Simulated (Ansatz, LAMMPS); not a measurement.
## Molecular dynamics of glassy 32SiO2-46B2O3-11MgO-11CaO (mol %) (137 atoms)

Aim: follow glassy 32SiO2-46B2O3-11MgO-11CaO (mol %) (137 atoms) for a short time with forces from DFT, then look at structure and electrons in the last frame.

Main program and level: Ansatz 0.2.0; Kohn-Sham DFT, PBE, PAW (set soft_2), plane waves.

## Step 1: The starting structure

The cell holds 137 atoms: 12 Si, 34 B, 4 Mg, 4 Ca and 83 O. Its edges and angles: a = 11.463 Å, b = 11.463 Å, c = 11.463 Å, α = 90.0°, β = 90.0°, γ = 90.0°. 137 atoms (12 Si, 34 B, 4 Mg, 4 Ca, 83 O) placed at random at 2.18 g/cm³, melted at 3000 K for 20 ps at fixed volume with the Buckingham and Coulomb pair potential of Guillot and Sator (Geochim. Cosmochim. Acta 71, 1249 (2007)) with the boron terms of Wang et al. (J. Non-Cryst. Solids 498, 294 (2018)). Quenched from 3000 K to 300 K at 100 K/ps and fixed volume, held 10 ps at zero pressure.

Limits known from the start: The quench rate of 100 K/ps is many orders above laboratory rates, so the cell is likely richer in defects and strain than a real sample. The starting topology of bonds comes from the classical model, and needn't be the one that DFT or experiment would give. Only the Γ point is sampled, in a cell whose shortest periodic width is 11 Å.

## Step 2: Single point at the start

The forces at the start show how far the geometry lies from a minimum of this functional.

File input.yaml:

```yaml
crystal:
  lattice:
    - [11.46311, 0.0, 0.0]
    - [0.0, 11.46311, 0.0]
    - [0.0, 0.0, 11.46311]
  atoms:
    - { symbol: Si, position: [0.11994, 0.56916, 0.83189] }
    - { symbol: Si, position: [0.16223, 0.03496, 0.18018] }
    - { symbol: Si, position: [0.51232, 0.43279, 0.72576] }
    - { symbol: Si, position: [0.0681, 0.00631, 0.64633] }
    [... 127 atom lines left out ...]
    - { symbol: O, position: [0.67488, 0.7047, 0.48166] }
    - { symbol: O, position: [0.07918, 0.14637, 0.65864] }
    - { symbol: O, position: [0.14572, 0.7067, 0.79238] }
    - { symbol: O, position: [0.0471, 0.04953, 0.09083] }
    - { symbol: O, position: [0.22942, 0.2742, 0.80167] }
    - { symbol: O, position: [0.14823, 0.26348, 0.01959] }
kpoints:
  mp_grid: { grid: [1, 1, 1] }
hamiltonian:
  xc: pbe
scf:
  occupations: { method: fixed }
output:
  forces: true
  stress: true
```

Launch:

```sh
ansatz run input.yaml --threads 4 --pin off --max-ram 8192MiB --backend cpu --events-out ev --progress --plain --runs-dir out
```

Wall time 16 s (4 threads of Intel Xeon Platinum 8559C (Emerald Rapids), shared host); peak memory 2.2 GiB.

Read from the output:

```
free energy            : -75110.2761 eV
free energy per atom   : -548.2502 eV/atom
SCF cycles             : 11
pressure               : -2.887 GPa
r.m.s. force component : 1.226 eV/Å
longest force          : 5.384 eV/Å
Fermi energy           : 5.376 eV
```

The r.m.s. force component of 1.2 eV/Å and the pressure of -2.9 GPa set the starting point.

Length of the force by element:

```
element  coordination  atoms  mean length of the force (eV/Å)  spread  least  most
      B           all     34                             2.68    1.19  0.333  5.38
     Ca           all      4                             1.02   0.344  0.669  1.51
     Mg           all      4                             1.43   0.577  0.646  2.17
      O           all     83                             1.44   0.750  0.457  4.19
     Si           all     12                             2.67   0.723   1.40  4.15
```

## Step 3: Dynamics started at 400 K

A Nosé–Hoover thermostat steers the temperature while disturbing the dynamics little. The time step is 1.0 fs.

input.yaml, as its differences from that of step 2:

```diff
@@ -16 +16,8 @@
   stress: true
+md:
+  timestep: 1.0
+  n_steps: 158
+  ensemble: nvt_nose_hoover
+  temperature: 400
+  initial_velocities: maxwell_boltzmann
+  seed: 5240
```

Run time: 25 min. Hardware: 4 threads; peak memory 2.5 GiB.

The program notes that the SCF threshold is loose for the stress and it switched symmetry off.

Rows from the run:

```
time (fs)  T (K)  potential (meV/atom)  conserved (meV/atom)
      0.0    400                   0.0                  0.00
     11.0    557                 -20.4                 -0.11
     21.0    510                 -14.9                 -0.08
     32.0    625                 -30.9                 -0.15
     42.0    585                 -27.8                 -0.13
     53.0    557                 -26.8                 -0.13
     63.0    558                 -29.4                 -0.12
     74.0    550                 -30.9                 -0.13
     84.0    528                 -30.1                 -0.14
     95.0    507                 -29.2                 -0.13
    105.0    526                 -33.2                 -0.16
    116.0    520                 -34.1                 -0.16
    126.0    492                 -32.1                 -0.13
    137.0    452                 -28.7                 -0.12
    147.0    443                 -29.0                 -0.13
    158.0    516                 -40.1                 -0.17
```

Mean square displacement from the first frame to the last: Si 0.095 Å², B 0.22 Å², Mg 0.11 Å², Ca 0.14 Å², O 0.25 Å².

Mean square displacement against time lag:

```
time lag (fs)   B (Å²)  Ca (Å²)  Mg (Å²)   O (Å²)  Si (Å²)
          1.0   1.2e-4   3.6e-5   4.3e-5   8.1e-5   4.5e-5
          7.0  0.00541  0.00178  0.00208  0.00380  0.00212
         10.0  0.00977  0.00361  0.00417  0.00739  0.00414
         17.0   0.0190   0.0102   0.0114   0.0184   0.0102
         23.0   0.0244   0.0182   0.0195   0.0293   0.0159
         30.0   0.0307   0.0295   0.0303   0.0429   0.0226
         33.0   0.0335   0.0348   0.0351   0.0490   0.0256
         40.0   0.0394   0.0479   0.0462   0.0632   0.0330
         46.0   0.0445   0.0594   0.0554   0.0753   0.0398
         49.0   0.0479   0.0651   0.0598   0.0814   0.0431
         56.0   0.0587   0.0779   0.0694   0.0957   0.0507
         62.0   0.0696   0.0884   0.0766    0.108   0.0563
         69.0   0.0816   0.0998   0.0836    0.122   0.0615
         72.0   0.0864    0.104   0.0860    0.128   0.0633
         79.0   0.0969    0.114   0.0906    0.141   0.0664
```

Over the second half of 158 fs the temperature averages 498 K, falling from about 517 to 469 K (means over the first and last quarter of that half). The conserved energy stays within 0.19 meV/atom. From first frame to last O has the largest mean square displacement, 0.25 Å² at the end; the farthest move is 1.50 Å. The mean temperature of 498 K lies well off the 400 K of the input, so the thermostat hasn't yet brought the run to equilibrium. The run spans 0.16 ps, too short for its means to be equilibrium values.

## Step 4: Local order late in the run

The g(r) is a mean over the second half; what follows it is taken at the last frame.

Bonds before and after, by the cutoffs listed below:

```
pair  bonds before  bonds after  mean before (Å)  mean after (Å)  spread before (Å)  spread after (Å)
 O-B           112          111            1.428           1.421              0.046             0.073
O-Si            48           48            1.639           1.642              0.032             0.043
O-Mg            23           23            2.123           2.164              0.183             0.237
```

Density 2.52 g/cm³, 10.99 Å³ an atom.

Mean of 15 frames. Pair distribution functions g(r), in bins of 0.2 Å:

```
r (Å)  total   O-O    O-B  O-Si  O-Ca  O-Mg   B-B
 1.20   0.11  0.00   0.37  0.00  0.00  0.00  0.00
 1.40   3.08  0.00  10.25  0.00  0.00  0.00  0.00
 1.60   1.39  0.00   1.19  9.72  0.00  0.00  0.00
 1.80   0.13  0.00   0.02  1.05  0.00  0.42  0.00
 2.00   0.22  0.00   0.05  0.00  0.32  5.62  0.00
 2.20   0.27  0.39   0.05  0.00  1.61  1.58  0.00
 2.40   1.40  3.24   0.06  0.00  2.67  0.82  0.63
 2.60   1.12  1.69   0.16  0.01  2.17  0.46  3.27
 2.80   0.91  1.25   0.36  0.14  0.83  0.24  1.33
 3.00   0.79  0.82   0.80  0.57  0.83  0.41  0.26
 3.20   0.97  0.77   1.20  1.30  0.55  0.82  0.57
 3.40   1.01  0.74   1.38  1.04  1.22  0.84  0.56
 3.60   1.17  0.76   1.72  1.43  1.04  1.39  0.95
 3.80   1.15  0.65   1.62  1.73  0.66  1.24  1.26
 4.00   1.04  0.79   1.12  1.60  0.91  1.60  0.97
 4.20   1.01  1.00   0.86  1.02  1.19  1.48  1.28
 4.40   1.03  1.29   0.72  0.78  1.15  1.04  1.28
 4.60   1.05  1.35   0.88  0.69  0.99  0.98  0.99
 4.80   1.02  1.25   0.94  0.65  1.22  0.68  0.91
 5.00   0.98  1.10   0.91  0.86  1.23  0.64  0.98
 5.20   0.94  1.00   0.90  0.87  0.82  0.86  0.97
 5.40   0.94  0.94   0.87  1.26  0.70  0.60  0.90
 5.60   0.97  0.88   1.04  1.04  0.91  1.04  0.84
```

Bonds by pair of elements; cutoffs follow the first minimum of g(r), held within bounds set by covalent radii, and pairs that aren't listed don't count as bonded:

```
pair A-B  cutoff (Å)  bonds  mean length (Å)  spread (Å)  shortest (Å)  B about A  A about B
     O-B        1.83    111             1.42       0.073          1.29       1.34       3.27
    O-Si        2.12     48             1.64       0.043          1.55      0.578          4
    O-Ca        2.88     24             2.49        0.19          2.08      0.289          6
    O-Mg        2.75     23             2.16       0.237          1.89      0.277       5.75
```

The cutoff for O-Ca falls short of the minimum of g(r), so counts run low and odd coordinations can be artefacts.

How many atoms have how many bonded neighbours:

```
element  mean   2   3   4  5  6  7
      B  3.27   0  25   9  0  0  0
     Ca     6   0   0   0  1  2  1
     Mg  5.75   0   0   0  1  3  0
      O  2.48  48  30   5  0  0  0
     Si     4   0   0  12  0  0  0
```

Bond angles, per cent of each kind in bins of 5°:

```
angle (°)  O-B-O  O-Si-O  O-Ca-O  O-Mg-O  B-O-Si
    45–50    0.0     0.0     1.6     0.0     0.0
    50–55    0.0     0.0     4.9     1.8     0.0
    55–60    0.0     0.0     6.6     5.5     0.0
    60–65    0.0     0.0     4.9     1.8     0.0
    65–70    0.0     0.0     3.3     7.3     0.0
    70–75    0.0     0.0     8.2     3.6     0.0
    75–80    0.0     0.0     4.9     9.1     0.0
    80–85    0.0     0.0     9.8     1.8     0.0
    85–90    0.0     0.0     8.2     9.1     0.0
    90–95    0.0     2.8     0.0     5.5     0.0
   95–100    1.6     5.6     3.3    12.7     0.0
  100–105    9.3    15.3     4.9     3.6     0.0
  105–110   19.4    33.3     4.9     1.8     0.0
  110–115   17.1    23.6     1.6     3.6     2.6
  115–120   22.5    13.9     6.6     0.0    15.4
  120–125   20.2     5.6     3.3     7.3    15.4
  125–130    7.0     0.0     4.9     1.8    17.9
  130–135    3.1     0.0     4.9     3.6    23.1
  135–140    0.0     0.0     1.6     1.8     5.1
  140–145    0.0     0.0     0.0     5.5     5.1
  145–150    0.0     0.0     4.9     1.8     2.6
  150–155    0.0     0.0     3.3     0.0     5.1
  155–160    0.0     0.0     1.6     7.3     0.0
  160–165    0.0     0.0     1.6     0.0     5.1
  165–170    0.0     0.0     0.0     3.6     2.6
```

Bond angles (no mean is given where the spread exceeds 20°):

```
 angle  count  mean (°)  spread (°)
 O-B-O    129       115         7.9
O-Si-O     72       109         6.7
O-Ca-O     61         -           -
O-Mg-O     55         -           -
B-O-Si     39       132        13.1
```

Oxygen atoms by the number of network formers (Si, P, Ge, B, Al, As, Ga) bound to them:

```
network formers bound to O  O atoms  per cent
                         0        0         0
                         1        7       8.4
                         2       76      91.6
```

Network units: each former by its oxygen neighbours and how many of them bridge to another former:

```
former  O neighbours  bridging O  atoms
    Si             4           3      1
    Si             4           4     11
     B             3           2      5
     B             3           3     20
     B             4           3      1
     B             4           4      8
```

Bond length by coordination (bonds to H left out):

```
element  coordination  atoms  mean bond length (Å)
      B             3     25                  1.39
      B             4      9                  1.49
     Ca             5      1                  2.44
     Ca             6      2                  2.50
     Ca             7      1                  2.50
     Mg             5      1                  2.06
     Mg             6      3                  2.19
      O             2     48                  1.49
      O             3     30                  1.81
      O             4      5                  1.99
```

Rings of the network by King's shortest-path rule, up to 12 atoms, one path for each pair of neighbours; H, halogens, alkali and alkaline-earth atoms are left out, and the last column divides by all other atoms, bonded or not:

```
ring size (atoms)  rings  per network atom
                8      2             0.016
               10      5             0.039
               12      9              0.07
```

For some of the pairs, g(r) has its first main peak near 2.4 Å (O-O), 1.4 Å (O-B), 1.6 Å (O-Si), 2.5 Å (O-Ca), 2.0 Å (O-Mg) and 2.6 Å (B-B). The O-B-O angle averages 115° with a spread of 8°. 92 % of the oxygens bridge two formers (Si and B) and 8 % are non-bridging. The commonest B unit has 3 oxygens, 3 of them shared with other formers (20 of 34 atoms). Rings of 12 atoms are the most common (56 % of those counted); sizes run from 8 to 12, where the search stops.

## Step 5: Single point at the last frame

The last frame is solved again with fuller output, to read the electronic structure of a thermally displaced geometry.

File input.yaml:

```yaml
crystal:
  lattice:
    - [11.46311, 0.0, 0.0]
    - [0.0, 11.46311, 0.0]
    - [0.0, 0.0, 11.46311]
  atoms:
    - { symbol: Si, position: [0.15126, 0.57398, 0.83057] }
    - { symbol: Si, position: [0.14761, 0.02908, 0.16592] }
    - { symbol: Si, position: [0.52194, 0.42316, 0.70721] }
    - { symbol: Si, position: [0.05553, 0.99766, 0.62036] }
    [... 127 atom lines left out ...]
    - { symbol: O, position: [0.68873, 0.67135, 0.48009] }
    - { symbol: O, position: [0.08972, 0.14011, 0.62631] }
    - { symbol: O, position: [0.14554, 0.71422, 0.81564] }
    - { symbol: O, position: [0.0293, 0.05064, 0.07883] }
    - { symbol: O, position: [0.22996, 0.31954, 0.84405] }
    - { symbol: O, position: [0.12918, 0.2772, 0.02794] }
kpoints:
  mp_grid: { grid: [1, 1, 1] }
hamiltonian:
  xc: pbe
scf:
  occupations: { method: fixed }
output:
  forces: true
  stress: true
  populations: true
  dos:
    method: { smearing: { sigma: 0.15 } }
    de: 0.1
    projected: { site_lists: { B: [B], Ca: [Ca], Mg: [Mg], O: [O], Si: [Si] } }
  eigenvalues: true
  write_density: true
  write_potential: true
  volumetric_format: npy
  elf: true
```

The job ended after 29 s (4 threads; peak memory 2.4 GiB).

Read from the output:

```yaml
free_energy: -75115.7760 eV
free_energy_per_atom: -548.2903 eV/atom
scf_cycles: 9
pressure: 0.6357 GPa
r_m_s_force_component: 0.9379 eV/Å
longest_force: 3.824 eV/Å
fermi_energy: 4.309 eV
spacing_of_highest_filled_and_lowest_empty_level: 4.064 eV
spilling_of_the_projection: 0.01035
```

Length of the force by element:

```
element  coordination  atoms  mean length of the force (eV/Å)  spread  least  most
      B           all     34                             1.77   0.886  0.305  3.82
     Ca           all      4                            0.700   0.401  0.267  1.15
     Mg           all      4                            0.691   0.310  0.360  1.20
      O           all     83                             1.34   0.560  0.360  3.09
     Si           all     12                             1.93   0.544   1.31  3.25
```

Löwdin charges by element (they lack the spilled electrons, 0.055 e an atom on average):

```
element  coordination  atoms  mean charge (e)  spread  least    most
      B           all     34            0.616  0.0456  0.485   0.693
     Ca           all      4             1.79    0.01   1.78    1.80
     Mg           all      4             1.67   0.014   1.66    1.69
      O           all     83           -0.579   0.140  -1.02  -0.328
     Si           all     12             1.73  0.0332   1.67    1.79
```

States in the cell by windows of 1 eV, zero at the Fermi level; the larger projections on atomic orbitals stand beside the total:

```
from (eV)  to (eV)  total   O p  B p
      -10       -9   24.9  17.4  2.0
       -9       -8   31.1  21.5  4.4
       -8       -7   38.5  27.3  5.7
       -7       -6   38.6  27.4  7.2
       -6       -5   45.6  34.1  7.1
       -5       -4   54.6  44.3  4.9
       -4       -3   68.9  60.5  3.3
       -3       -2   90.3  83.9  2.2
       -2       -1   72.3  68.8  1.1
       -1        0   18.6  17.8  0.3
        0        1    1.0   1.0  0.0
        1        3    0.0   0.0  0.0
        3        4    0.7   0.0  0.0
        4        5    8.8   1.0  3.9
```

With fixed occupations the program's Fermi level is the highest filled level; weight inside the gap is the broadening of levels at its edges.

Between -26 and -10 eV lie 204 more states.

The stored curve holds about 688 of the 728 electrons; the rest, give or take the few that broadening carries across the Fermi level, lie in deeper levels below its range.

The levels nearest the highest filled one (over half full), pooled over k-points and spins:

```
level less the highest filled one (eV)  occupation
                                -0.690           2
                                -0.564           2
                                -0.475           2
                                -0.291           2
                                -0.129           2
                                     0           2
                                  4.06           0
                                  4.42           0
                                  4.79           0
                                  4.92           0
                                  5.02           0
                                  5.10           0
```

Mean Löwdin charges: B +0.62, Ca +1.79, Mg +1.67, O -0.58, Si +1.73 e (they miss 1.0 % of the electrons, so they add up to more than the cell's charge). The largest share in the top eV of filled states is O p (97 % of the projected weight), and in the lowest eV of empty states B p (49 % of the projected weight).

## Step 6: What came out

```
mean temperature, second half                                : 498.1 K
temperature swing, second half                               : 27.14 K
mean pressure, second half                                   : 2.85 GPa
slope of the conserved energy against time, by least squares : -0.4078 meV/atom/ps
free energy per atom                                         : -548.2903 eV/atom
pressure                                                     : 0.6357 GPa
r.m.s. force component                                       : 0.9379 eV/Å
gap (highest filled to lowest empty level)             : 4.064 eV
wall time of the 3 DFT runs                                  : 25 min
```

**Reading.** Over the second half of 158 fs the temperature averages 498 K, falling from about 517 to 469 K (means over the first and last quarter of that half). The conserved energy stays within 0.19 meV/atom. The mean temperature of 498 K lies well off the 400 K of the input, so the thermostat hasn't yet brought the run to equilibrium. The run spans 0.16 ps, too short for its means to be equilibrium values. 92 % of the oxygens bridge two formers (Si and B) and 8 % are non-bridging. Filled and empty levels are parted by 4.06 eV (at Γ alone); a semilocal functional tends to put such gaps too low. In a disordered cell it changes from sample to sample, and tail or defect levels can set it.

**Limits.** The pressure of a single frame lacks the kinetic term, about 0.63 GPa here.

[Logs are printed without paths, hosts, clocks, repeated set-up lines and the standing remarks that a program may print on its own settings, such as how far it seeks lower states.]

[Hosts, paths, dates, database ids (printed as entryN), source tags and the programs' standing remarks are cut or masked in the printed files.]
